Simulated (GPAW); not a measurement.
# Surface energy and work function of Al(100) from slabs of 4 to 12 layers (RPBE)

How do energy and work function of Al(100) films settle with thickness, and what surface energy follows?

Set-up. GPAW 26.7.0, plane waves at 450 eV with PAW setups; symmetric 1×1 slabs cut at the tabulated lattice constant (two decimals; low-temperature values for the alkali metals), atoms at bulk places, 7.5 Å of vacuum on each side, one in-plane mesh for all thicknesses, Fermi-Dirac smearing of 0.1 eV. Energies are extrapolated to zero smearing and count from the program's reference atoms. Functional RPBE. The cell's area is 8.201 Å².

Results, with one row withheld:

| layers | energy (eV) | work function (eV) |
| --- | --- | --- |
| 4 | −13.0240 | 4.27 |
| 5 | −16.5328 | 4.28 |
| 6 | −20.0262 | 4.20 |
| 7 | −23.5042 | 4.18 |
| 8 | −26.9691 | 4.18 |
| 9 | −30.4645 | 4.18 |
| 10 | −33.9368 | 4.22 |
| 11 | −37.4196 | 4.23 |
| 12 | ? | ? |

**Question.** What surface energy do these runs give, and what energy and work function should the 12-layer slab have?

A: A slab of n layers has E(n) = nε + 2Aγ once its middle is bulk-like. A line through n = 6 to 11 has the slope ε = −3.4789 eV a layer and the intercept 2Aγ = 0.8503 eV (r.m.s. residual 5.5 meV). So γ = 0.8503 / (2 × 8.201 Å²) = 0.0518 eV/Å² = 0.83 J/m², with a standard error of about 0.01 J/m² from the scatter about the line. For 12 layers: 0.8503 + 12 × (−3.4789) = −40.896 eV; the run gives −40.903 eV, 6.6 meV under the line. The work function has no such law: from 6 to 11 layers it moves between 4.18 and 4.23 eV (mean 4.20), and the 12-layer slab gives 4.23 eV. The thinnest slab, 4 layers, lies +0.07 eV from that mean. The measured value for this face is 4.32 eV (“Properties of real metallic surfaces: Effects of density functional semilocality and van der Waals nonlocality” (2017, arxiv:1702.08515)); the unrelaxed 12-layer slab lies 0.09 eV under it.

**Limits.** The surfaces are unrelaxed, so γ is an upper bound for this functional and lattice constant. The tabulated lattice constant isn't the functional's own, which strains the slab a little.
